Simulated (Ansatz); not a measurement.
# Gap against strain: armchair BP nanoribbon (N = 9, H edges)

How it was computed: Ansatz 0.2.0, plane waves with PAW datasets, PBE, Fermi-Dirac smearing of 0.05 eV, no spin-orbit coupling. The period is scaled from its relaxed value of 5.580 Å and the atoms relax, within the symmetry of the start, at each strain ε (in %); gaps, in eV, are read on a band path.

| period (Å) | energy (eV a cell) | place of the conduction minimum (Γ = 0, Z = 1) | ε | gap |
| --- | --- | --- | --- | --- |
| 5.357 | +0.491 | 0.00 | −4 | 0.9537 |
| 5.580 | 0.000 | 0.00 | 0 | 1.06 |
| 5.692 | +0.114 | 0.00 | 2 | 1.121 |
| 5.803 | +0.446 | 0.00 | 4 | 1.183 |
| 5.915 | +0.979 | 0.00 | 6 | 1.249 |

One run is withheld: period (Å) = 5.469, with ε = −2. Fit a straight line gap = a + b × ε to the 5 rows shown and predict it.

**Fit.** The means are 1.6 for ε and 1.113 for gap. The sum of products of deviations is 1.747 and the sum of squares in ε is 59.2, so b = 1.747 / 59.2 = 0.02951 and a = 1.113 − (0.02951) × 1.6 = 1.066. The residuals' standard deviation, with 3 degrees of freedom, is σ = 0.0064.

**Prediction.** gap = 1.066 + (0.02951) × −2 = 1.007. The run gave 1.004, so the prediction less the run is +0.0033. The standard error of a prediction there, σ√(1 + 1/5 + (−2 − 1.6)²/59.2), is 0.0076, and the miss is 0.43 times that, for a point between the fitted rows. With so few rows σ is itself uncertain.

The gap widens at every step from compression to tension.

**Limits.** Kohn-Sham gaps of a wire among periodic images, which in a check on one flat ribbon (7 Å apart) lowered the gap by 0.2 eV and flattened the slope; the slope b × 100 is a mean deformation potential of the gap, in eV per unit strain. Between neighbouring runs it lies between 2.5 and 3.3 eV. The unstrained row comes from a denser mesh than the others, which shifts its energy a little. Series of this kind are told only where this holds: a gap at every strain (compound wires with polar facets were set aside first). 88 of 101 did.
